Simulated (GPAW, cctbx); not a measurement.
## By hand: from a DFT structure factor to an extinction distance in RuS3

RuS3, Pm-3m (no. 221), a = 4.6715 Å, b = 4.6715 Å, c = 4.6715 Å, α = 90.00°, β = 90.00°, γ = 90.00°.

```csv
atom,mult.,x,y,z
Ru1,1,0,0,0
S1,3,1/2,0,0
```

The start was made by putting kin elements into a known structure type; the compound need not exist, or be stable, in this form.

A DFT run (GPAW, PBE, 450 eV, 4×4×4 k-points, Fermi–Dirac width 0.05 eV) gives the static X-ray structure factor of 011 as 25.078 e for the conventional cell; superposed free atoms give 25.284 e. **Problem.** Find the Fourier component V of the crystal potential and the two-beam extinction distance at 200 kV in both cases.

## Step 1: Geometry

The cell volume is Ω = 101.95 Å³ and d(011) = 3.3032 Å, so g = 1/d = 0.3027 Å⁻¹.

## Step 2: The nuclei

Electrons feel nuclei as well as electrons, so the nuclear charges are summed with the same phases.

Phase sums Σ exp(2πi h·x), turned so that the total is real and positive: Ru +1.000, S -1.000. Then F_Z = 44 × (+1.000) + 16 × (-1.000) = 28.00 e. The electron term has the same sign for this reflection.

## Step 3: Mott–Bethe

Poisson's equation, term by term, gives V = (e/4πε₀)(F_Z − F)/(πΩg²), with e/4πε₀ = 14.3996 V Å.

The prefactor is 14.3996 × 3.3032²/(π × 101.95) = 0.49057 V per electron. Free atoms: (28.00 − 25.284) × 0.49057 = 1.332 V. Crystal: (28.00 − 25.078) × 0.49057 = 1.433 V. F changes by -0.81 % and V by +7.6 %: the same 0.21 e is measured against F_Z − F = 2.7 e in place of F = 25.3 e.

## Step 4: Extinction distance

In the two-beam case ξ = 1/(λU) with U = 2γm₀eV/h², that is ξ = 150.41 V Å²/(γλV).

At 200 kV, λ = 0.02508 Å and γ = 1.3914. Free atoms: ξ = 3235 Å. Crystal: ξ = 3007 Å. The thickness fringes go as sin²(πt/ξ), so the two patterns slip by a quarter of a period when t|1/ξ₁ − 1/ξ₀| = 1/4, at t ≈ 1066 nm, thicker than usual samples. Thermal motion, absorption and many-beam coupling, left out here, change a real pattern.

## Step 5: Answer

V(011) is 1.43 V against 1.33 V, and ξ is 3007 against 3235 Å. Limits: static atoms, two beams.

[Outputs are excerpts: Python notices, other lines and further rows are left out; steps that failed or that the build refused (PBEsol, TPSS) are not shown.]

[Logs are printed without paths, hosts, clocks, repeated set-up lines and the standing remarks that a program may print on its own settings, such as how far it seeks lower states.]
